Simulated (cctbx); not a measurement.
# A disordered crystal of nominal Cd3GePt3Pb2

Cell a = 7.6700 Å, b = 7.6700 Å, c = 4.0120 Å, α = 90.00°, β = 90.00°, γ = 120.00°; space group P-62m (no. 189); nominal formula Cd3GePt3Pb2.

Simulated single-crystal data (cctbx): Mo Kα, λ = 0.71073 Å, to d = 0.77 Å, 70 % of the full sphere, strongest reflection 5000 counts, noise from counting, a 6 % proportional error and a noise floor of 2 counts (s.d.); no absorption.

With every site full:

```text
Rint 0.058, 201 unique reflections to 0.77 A
cycle     R1     wR2    GooF  max shift (A)
   1  0.1088  0.2490   6.422   0.00313
   2  0.0237  0.0628   1.620   0.00000
final R1 0.0237 wR2 0.0628 GooF 1.620  parameters 12  data/parameter 16.8
atom        x        y        z      Ueq    occ   su(xyz)  su(Uiso or U11)
Pb1    0.66667  0.33333  0.00000   0.0131  1.000  0.00000  0.0005
Pt1    0.00000  0.25971  0.00000   0.0051  1.000  0.00014  0.0005
Cd1    0.00000  0.59141  0.50000   0.0072  1.000  0.00028  0.0010
Ge1    0.00000  0.00000  0.50000   0.0091  1.000  0.00000  0.0015
difference map: max 2.34 min -2.43 rms 0.56
Q1    0.0000  0.2590  0.0000    3    2.38  0.01 A from Pt1
Q2    0.0472  0.5824  0.5000    6    2.10  0.40 A from Cd1
Q3    0.2212  0.7134  0.0000    6    1.52  1.08 A from Pb1
Q4    0.0000  0.8823  0.0000    3    1.50  1.73 A from Pt1
Q5    0.0000  0.7662  0.0000    3    1.20  1.90 A from Pt1
Q6    0.0000  0.4167  0.1769    6    1.11  1.40 A from Pt1
```

With the occupancies of the suspect sites free, each still typed as its main element:

```text
Rint 0.058, 201 unique reflections to 0.77 A
cycle     R1     wR2    GooF  max shift (A)
   1  0.0588  0.1533   3.963   0.00169
   5  0.0147  0.0355   0.919   0.00003
final R1 0.0147 wR2 0.0355 GooF 0.919  parameters 13  data/parameter 15.5
atom        x        y        z      Ueq    occ   su(xyz)  su(Uiso or U11)
Pb1    0.66667  0.33333  0.00000   0.0079  0.851  0.00000  0.0004
Pt1    0.00000  0.25975  0.00000   0.0073  1.000  0.00008  0.0003
Cd1    0.00000  0.59105  0.50000   0.0101  1.000  0.00016  0.0006
Ge1    0.00000  0.00000  0.50000   0.0113  1.000  0.00000  0.0008
su of occupancy Pb1: 0.007
difference map: max 1.12 min -1.24 rms 0.27
Q1    0.0000  0.0000  0.1614    2    1.12  1.36 A from Ge1
Q2    0.0000  0.0960  0.5000    3    0.96  0.74 A from Ge1
Q3    0.0000  0.9125  0.5000    3    0.87  0.67 A from Ge1
Q4    0.0000  0.4139  0.2145    6    0.86  1.46 A from Pt1
Q5    0.0000  0.0000  0.5000    1    0.81  0.00 A from Ge1
Q6    0.0000  0.7881  0.0000    3    0.79  1.84 A from Pt1
```

**Question.** What is the disorder?

X-rays count electrons. Pb1 refines to 0.851(0.007), or 69.8 electrons; the site truly holds 0.85 Pb, 69.7 electrons, which is 0.850 of Pb. A value under 1 can't tell vacancies from a lighter guest, and one over 1 needs a heavier guest; chemistry or a second radiation must settle which. Occupancy correlates with U and the scale, so the match is approximate.

Freeing them takes R1 from 0.0237 to 0.0147 and GooF from 1.62 to 0.92.

The model was made for the exercise: a known structure type with other elements put in, its volume estimated, not relaxed; displacement parameters are assumed.

[Middle refinement cycles are left out of these outputs.]

[Logs are printed without paths, hosts, clocks, repeated set-up lines and the standing remarks that a program may print on its own settings, such as how far it seeks lower states.]
